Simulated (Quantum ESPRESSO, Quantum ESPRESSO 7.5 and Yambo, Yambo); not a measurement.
**PbO (P4/nmm): G0W0 with Yambo, start to end**

Wanted: ground state, empty states, screening and self-energy for PbO (P4/nmm).

Main program and level: Quantum ESPRESSO 7.5 and Yambo 5.3.0; PBE and many-body steps on it, plane waves.

This is a report of a sequence of runs, with most program output left out.

The database entry behind the starting cell differs from later determinations by our own check (c about 1 % long), so it need not match the best structure at ambient conditions.

### 1. The structure

The structure is tetragonal, space group P4/nmm (No. 129). Conventional cell: a = 3.960 Å, b = 3.960 Å, c = 5.070 Å, α = 90.00°, β = 90.00°, γ = 90.00°. Nearest to Pb lie 4 O at 2.32 Å. Nearest to O lie 4 Pb at 2.32 Å. Farther neighbours and most contacts between anions are not listed.

Structure file:

```cif
data_structure
_symmetry_space_group_name_H-M 'P 1'
_symmetry_Int_Tables_number 1
_cell_length_a 3.9600
_cell_length_b 3.9600
_cell_length_c 5.0700
_cell_angle_alpha 90.000
_cell_angle_beta 90.000
_cell_angle_gamma 90.000
_cell_volume 79.51
loop_
_atom_site_label
_atom_site_type_symbol
_atom_site_fract_x
_atom_site_fract_y
_atom_site_fract_z
_atom_site_occupancy
Pb1 Pb 0.00000 0.50000 0.23851 1
Pb2 Pb 0.50000 0.00000 0.76149 1
O3 O 0.00000 0.00000 0.00000 1
O4 O 0.50000 0.50000 0.00000 1
```

The cell and positions come from the Crystallography Open Database and are kept as given unless a step says otherwise. Spin-orbit coupling is left out unless a step names it.

### 2. Ground state

This step: Quantum ESPRESSO 7.5; DFT, PBE, plane waves, norm-conserving pseudopotentials.

The ground-state density comes first.

pw.in reads:

```
&control
  calculation = 'scf'
  prefix = 'x'
  outdir = 'o'
  pseudo_dir = 'pseudo'
/
&system
  ibrav = 0
  nat = 4
  ntyp = 2
  ecutwfc = 76.0
  nbnd = 34
  force_symmorphic = .true.
/
&electrons
  conv_thr = 1e-10
  electron_maxstep = 80
  mixing_beta = 0.5
/
ATOMIC_SPECIES
  Pb 207.2 Pb.upf
  O 15.999 O.upf
CELL_PARAMETERS angstrom
  3.9600000000 0.0000000000 0.0000000000
  0.0000000000 3.9600000000 0.0000000000
  0.0000000000 0.0000000000 5.0700000000
ATOMIC_POSITIONS crystal
  Pb 0.0000000000 0.5000000000 0.2385140000
  Pb 0.5000000000 0.0000000000 0.7614860000
  O 0.0000000000 0.0000000000 0.0000000000
  O 0.5000000000 0.5000000000 0.0000000000
K_POINTS automatic
  6 6 4 0 0 0
```

Started as:

```console
$ OMP_NUM_THREADS=1 mpirun -n 8 pw.x -nk 8 -in pw.in > pw.out
```

It took 13 s on 8 MPI ranks of Arm Neoverse V2, shared host; peak memory 0.71 GiB; 1.8 min of CPU time.

This step gave:

```
total energy               : -12317.1938 eV
gap                        : 1.140 eV
k of the valence top       : 0, 0, 0
k of the conduction bottom : -0.5, -0.5, 0
least direct gap           : 2.140 eV
```

The gap is indirect, with the least direct gap 1.00 eV higher.

### 3. Bands along the symmetry lines

The cheap functional maps the bands first; the places of the edges decide which points the dearer methods must see.

pw.in reads:

```
&control
  calculation = 'bands'
  prefix = 'x'
  outdir = 'o'
  pseudo_dir = 'pseudo'
/
&system
  ibrav = 0
  nat = 4
  ntyp = 2
  ecutwfc = 76.0
  nbnd = 34
  force_symmorphic = .true.
/
&electrons
  conv_thr = 1e-9
  electron_maxstep = 80
  diago_full_acc = .true.
  diago_thr_init = 5e-6
/
ATOMIC_SPECIES
  Pb 207.2 Pb.upf
  O 15.999 O.upf
CELL_PARAMETERS angstrom
  3.9600000000 0.0000000000 0.0000000000
  0.0000000000 3.9600000000 0.0000000000
  0.0000000000 0.0000000000 5.0700000000
ATOMIC_POSITIONS crystal
  Pb 0.0000000000 0.5000000000 0.2385140000
  Pb 0.5000000000 0.0000000000 0.7614860000
  O 0.0000000000 0.0000000000 0.0000000000
  O 0.5000000000 0.5000000000 0.0000000000
K_POINTS crystal
  75
  0.00000000 0.00000000 0.00000000 1
  0.00000000 0.06250000 0.00000000 1
  0.00000000 0.12500000 0.00000000 1
  0.00000000 0.18750000 0.00000000 1
  0.00000000 0.25000000 0.00000000 1
  0.00000000 0.31250000 0.00000000 1
  0.00000000 0.37500000 0.00000000 1
  0.00000000 0.43750000 0.00000000 1
  0.00000000 0.50000000 0.00000000 1
  0.06250000 0.50000000 0.00000000 1
  0.12500000 0.50000000 0.00000000 1
  0.18750000 0.50000000 0.00000000 1
  0.25000000 0.50000000 0.00000000 1
  0.31250000 0.50000000 0.00000000 1
  0.37500000 0.50000000 0.00000000 1
  0.43750000 0.50000000 0.00000000 1
  0.50000000 0.50000000 0.00000000 1
  0.43750000 0.43750000 0.00000000 1
  0.37500000 0.37500000 0.00000000 1
  0.31250000 0.31250000 0.00000000 1
  0.25000000 0.25000000 0.00000000 1
  0.18750000 0.18750000 0.00000000 1
  0.12500000 0.12500000 0.00000000 1
  0.06250000 0.06250000 0.00000000 1
  0.00000000 0.00000000 0.00000000 1
  0.00000000 0.00000000 0.06250000 1
  0.00000000 0.00000000 0.12500000 1
  0.00000000 0.00000000 0.18750000 1
  0.00000000 0.00000000 0.25000000 1
  0.00000000 0.00000000 0.31250000 1
  0.00000000 0.00000000 0.37500000 1
  0.00000000 0.00000000 0.43750000 1
  0.00000000 0.00000000 0.50000000 1
  0.00000000 0.06250000 0.50000000 1
  0.00000000 0.12500000 0.50000000 1
  0.00000000 0.18750000 0.50000000 1
  0.00000000 0.25000000 0.50000000 1
  0.00000000 0.31250000 0.50000000 1
  0.00000000 0.37500000 0.50000000 1
  0.00000000 0.43750000 0.50000000 1
  0.00000000 0.50000000 0.50000000 1
  0.06250000 0.50000000 0.50000000 1
  0.12500000 0.50000000 0.50000000 1
  0.18750000 0.50000000 0.50000000 1
  0.25000000 0.50000000 0.50000000 1
  0.31250000 0.50000000 0.50000000 1
  0.37500000 0.50000000 0.50000000 1
  0.43750000 0.50000000 0.50000000 1
  0.50000000 0.50000000 0.50000000 1
  0.43750000 0.43750000 0.50000000 1
  0.37500000 0.37500000 0.50000000 1
  0.31250000 0.31250000 0.50000000 1
  0.25000000 0.25000000 0.50000000 1
  0.18750000 0.18750000 0.50000000 1
  0.12500000 0.12500000 0.50000000 1
  0.06250000 0.06250000 0.50000000 1
  0.00000000 0.00000000 0.50000000 1
  0.00000000 0.50000000 0.00000000 1
  0.00000000 0.50000000 0.06250000 1
  0.00000000 0.50000000 0.12500000 1
  0.00000000 0.50000000 0.18750000 1
  0.00000000 0.50000000 0.25000000 1
  0.00000000 0.50000000 0.31250000 1
  0.00000000 0.50000000 0.37500000 1
  0.00000000 0.50000000 0.43750000 1
  0.00000000 0.50000000 0.50000000 1
  0.50000000 0.50000000 0.00000000 1
  0.50000000 0.50000000 0.06250000 1
  0.50000000 0.50000000 0.12500000 1
  0.50000000 0.50000000 0.18750000 1
  0.50000000 0.50000000 0.25000000 1
  0.50000000 0.50000000 0.31250000 1
  0.50000000 0.50000000 0.37500000 1
  0.50000000 0.50000000 0.43750000 1
  0.50000000 0.50000000 0.50000000 1
```

Run time: 7 s. Hardware: 8 MPI ranks; peak memory 0.6 GiB.

Numbers from this step:

```
gap                        : 1.139 eV
k of the valence top       : 0, 0.0625, 0
k of the conduction bottom : 0.5, 0.5, 0
least direct gap           : 2.140 eV
```

The gap is 1.139 eV, −0.001 eV from the run before at this level.

The electronic bands at the labelled points (eV, zero at the top of the highest filled band):

```
    point  band 25  band 26  band 27  band 28  band 29  band 30  band 31  band 32
        Γ    -1.73    -1.61    -1.61     0.00     2.41     5.52     5.58     5.58
  halfway    -2.52    -2.01    -1.95    -0.26     3.54     3.54     5.47     5.91
        X    -2.96    -2.96    -1.74    -1.74     3.32     3.32     6.61     6.61
  halfway    -2.21    -2.21    -1.45    -1.45     2.46     2.46     5.39     5.39
        M    -1.76    -1.76    -1.00    -1.00     1.14     1.14     5.20     5.20
  halfway    -2.86    -2.74    -1.23    -0.55     3.02     3.36     4.71     5.17
        Γ    -1.73    -1.61    -1.61     0.00     2.41     5.52     5.58     5.58
  halfway    -1.75    -1.62    -1.62    -0.42     2.14     4.53     4.53     5.04
        Z    -1.76    -1.63    -1.63    -1.08     2.11     3.98     3.98     4.34
  halfway    -2.34    -2.03    -1.18    -1.04     2.28     3.17     4.61     6.58
        R    -2.93    -2.93    -1.07    -1.07     3.01     3.01     6.31     6.31
  halfway    -1.72    -1.72    -1.53    -1.53     3.36     3.36     4.57     4.57
        A    -2.30    -2.30    -1.00    -1.00     3.35     3.35     4.67     4.67
  halfway    -2.76    -1.64    -1.23    -1.15     2.47     3.63     3.85     6.42
        Z    -1.76    -1.63    -1.63    -1.08     2.11     3.98     3.98     4.34
jump to X    -2.96    -2.96    -1.74    -1.74     3.32     3.32     6.61     6.61
  halfway    -2.95    -2.95    -1.36    -1.36     3.16     3.16     6.47     6.47
        R    -2.93    -2.93    -1.07    -1.07     3.01     3.01     6.31     6.31
jump to M    -1.76    -1.76    -1.00    -1.00     1.14     1.14     5.20     5.20
  halfway    -2.04    -2.04    -1.00    -1.00     1.95     1.95     5.52     5.52
        A    -2.30    -2.30    -1.00    -1.00     3.35     3.35     4.67     4.67
```

### 4. Empty states on the mesh, 4×4×2 mesh, 163 bands

The sums over transitions need many empty states on a uniform mesh; this step solves for them.

pw.in reads:

```
&control
  calculation = 'nscf'
  prefix = 'x'
  outdir = 'o'
  pseudo_dir = 'pseudo'
/
&system
  ibrav = 0
  nat = 4
  ntyp = 2
  ecutwfc = 76.0
  nbnd = 163
  force_symmorphic = .true.
/
&electrons
  conv_thr = 1e-9
  electron_maxstep = 80
  diago_full_acc = .true.
  diago_thr_init = 5e-6
/
ATOMIC_SPECIES
  Pb 207.2 Pb.upf
  O 15.999 O.upf
CELL_PARAMETERS angstrom
  3.9600000000 0.0000000000 0.0000000000
  0.0000000000 3.9600000000 0.0000000000
  0.0000000000 0.0000000000 5.0700000000
ATOMIC_POSITIONS crystal
  Pb 0.0000000000 0.5000000000 0.2385140000
  Pb 0.5000000000 0.0000000000 0.7614860000
  O 0.0000000000 0.0000000000 0.0000000000
  O 0.5000000000 0.5000000000 0.0000000000
K_POINTS automatic
  4 4 2 0 0 0
```

Started as:

```console
$ OMP_NUM_THREADS=1 mpirun -n 8 pw.x -nk 4 -in pw.in > pw.out
```

Wall time 13 s (8 MPI ranks); peak memory 0.73 GiB.

This step gave:

- gap: 1.140 eV
- k of the valence top: 0, 0, 0
- k of the conduction bottom: -0.5, -0.5, 0
- least direct gap: 2.140 eV
- k points computed: 12
- lowest point of the top converged band, above the valence top: 73.0601 eV

On this mesh the gap is 1.140 eV.

### 5. Conversion and set-up

This step: Yambo 5.3.0; conversion and set-up on PBE, plane waves, norm-conserving pseudopotentials.

The states are converted to the many-body program's format and the q mesh is built.

Started as:

```console
$ (cd o/x.save; p2y > p2y.log; mv SAVE ../..); yambo > setup.log
```

It took 2.2 s on 1 MPI rank; peak memory 0.24 GiB.

### 6. Screening and self-energy, 4×4×2 mesh, 163 bands, screening to 156.5 eV

G0W0 replaces the xc potential by the self-energy, built once from these orbitals. Only a window of levels is corrected, while the sums run over the empty bands that the input names.

This step: G0W0 on PBE, plane waves, norm-conserving pseudopotentials.

gw1.in reads:

```
HF_and_locXC
gw0
dyson
ppa
em1d
rim_cut
RandQpts= 1000000
RandGvec= 1 RL
EXXRLvcs= 76 Ry
VXCRLvcs= 304 Ry
Chimod= "HARTREE"
% BndsRnXp
 1 | 163 |
%
NGsBlkXp= 11.5 Ry
% LongDrXp
 1 | 1 | 1 |
%
% GbndRnge
 1 | 163 |
%
DysSolver= "n"
ExtendOut
PPAPntXp= 27.21138 eV
% QPkrange
 1 | 1 | 27 | 30 |
 11 | 11 | 27 | 30 |
%
```

Started as:

```console
$ OMP_NUM_THREADS=1 mpirun -n 8 yambo -F gw1.in -J gw1 -C gw1 > gw1.log
```

It took 2.5 min on 8 MPI ranks; peak memory 4.7 GiB.

This step gave:

```
G0W0 gap on the points computed              : 1.229 eV
starting gap on the mesh                     : 1.140 eV
k of the valence top                         : 0, 0, 0
k of the conduction bottom                   : -0.5, -0.5, 0
least direct G0W0 gap on the computed points : 2.111 eV
Z at the valence top                         : 0.7884
Z at the conduction bottom                   : 0.8360
```

The gap on the mesh goes from 1.14 eV to 1.23 eV, a correction of +0.09 eV.

Limits: finite bands, cutoff and mesh; no spin-orbit coupling; coarse k mesh. v1 is the top filled band, c1 the lowest empty one. The levels before and after the correction (eV, zero at the valence-band top of each column):

```
           conduction bottom  valence top
Kohn-Sham               1.14         0.00
     G0W0               1.23         0.00
```

```
                         level  energy (eV)
Kohn-Sham                 Γ v2       -1.604
Kohn-Sham                 Γ v1        0.000
Kohn-Sham                 Γ c1        2.410
Kohn-Sham                 Γ c2        5.517
Kohn-Sham  (-0.5 -0.5 0) v2-v1       -0.999
Kohn-Sham  (-0.5 -0.5 0) c1-c2        1.140
     G0W0                 Γ v2       -1.602
     G0W0                 Γ v1        0.000
     G0W0                 Γ c1        2.828
     G0W0                 Γ c2        5.968
     G0W0  (-0.5 -0.5 0) v2-v1       -0.882
     G0W0  (-0.5 -0.5 0) c1-c2        1.229
```

### 7. Where the time went

Times are wall times on the hardware named with each run, good to a factor of about two.

```
                          step     time  share  memory (GiB)
                  ground state     13 s    7 %          0.71
bands along the symmetry lines      7 s    4 %           0.6
      empty states on the mesh     13 s    7 %          0.73
         conversion and set-up    2.2 s    1 %          0.24
     screening and self-energy  2.5 min   81 %           4.7
```

### 8. Outcome

```
PBE gap              : 1.14 eV, indirect
G0W0 gap on the mesh : 1.23 eV
GW settings          : 4×4×2 mesh, 163 bands, screening to 156.5 eV, Godby-Needs plasmon pole
known limits         : not at the basis limit; no spin-orbit coupling; coarse k mesh
```

In words: G0W0 moves the gap on the mesh from 1.14 eV to 1.23 eV (+0.09 eV), with Z of 0.79 and 0.84 at the edges. Only 2 of the mesh's irreducible points were corrected, so a valley elsewhere could overtake. The dearest step here is «screening and self-energy». Bands and cutoff are finite, so the gap is not at the basis limit. The miss can reach some tenths of an eV and take either sign; the mesh is an error of its own. In the G0W0 run levels were corrected at 2 k points alone, so a gap called «on the mesh» is the least over those, and an edge elsewhere would be missed. The 4×4×2 mesh is coarse for this cell, which bears on the long-range parts of exchange and screening. The many-body steps are scalar-relativistic: spin-orbit coupling is not in them.

[Paths, hosts, dates, memory and timing lines, banners, echoed tables and standing remarks are left out of the program output.]

[Logs are printed without paths, hosts, clocks, repeated set-up lines and the standing remarks that a program may print on its own settings, such as how far it seeks lower states.]

[Runs of the session that timed out or met a known fault of the program may be left out.]

[Hosts, paths, dates, database ids (printed as entryN), source tags and the programs' standing remarks are cut or masked in the printed files.]
